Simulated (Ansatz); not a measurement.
Records of electronic-structure calculations.

```json
{"subject": "Quasiparticle gap of Be3N2 (P6_3/mmc)", "lattice_ang": [[2.8417, 0.0, 0.0], [-1.4208, 2.461, 0.0], [0.0, 0.0, 9.7468]], "atoms": [["Be", 0.3333, 0.6667, 0.0785], ["Be", 0.6667, 0.3333, 0.5785], ["Be", 0.6667, 0.3333, 0.9215], ["Be", 0.3333, 0.6667, 0.4215], ["Be", 0.0, 0.0, 0.25], ["Be", 0.0, 0.0, 0.75], ["N", 0.0, 0.0, 0.0], ["N", 0.0, 0.0, 0.5], ["N", 0.3333, 0.6667, 0.25], ["N", 0.6667, 0.3333, 0.75]], "method": "DFT, LDA, plane waves, PAW; PAW set soft_1 (and 1 further level or step)", "program": "Ansatz 0.2.0", "settings_of_one_run": "cutoff 420 eV, 12×12×2 k-mesh, smearing width 0.02 eV, PAW set soft 1", "cost": "2 runs, 31 s in all on 1 × NVIDIA H100 80GB HBM3 (shared by 6 runs) with 3 threads of AMD EPYC 7R13 (Zen 3), shared host (the runs of this entry)", "notes": "The cell and positions are those that the Materials Project relaxed with its own functionals (PBE, PBE+U or r2SCAN), kept fixed.", "results": {"lda_gap": "3.26 eV, indirect", "g0w0_gap_on_the_mesh": "4.88 eV, from k = Γ to k = (0.000, -0.500, 0.000)", "gw_settings": "6×6×2 mesh, 373 empty bands, screening to 180 eV, PAW set soft_1 files", "known_limits": "not at the basis limit"}}
```

[Paths, hosts, dates, memory and timing lines, banners, echoed tables and standing remarks are left out of the program output.]

[Logs are printed without paths, hosts, clocks, repeated set-up lines and the standing remarks that a program may print on its own settings, such as how far it seeks lower states.]

[Runs of the session that timed out or met a known fault of the program may be left out.]

[Cells called generated may have been cut or substituted from an entry of the Crystallography Open Database or the Materials Project.]

[Hosts, paths, dates, database ids (printed as entryN), source tags and the programs' standing remarks are cut or masked in the printed files.]
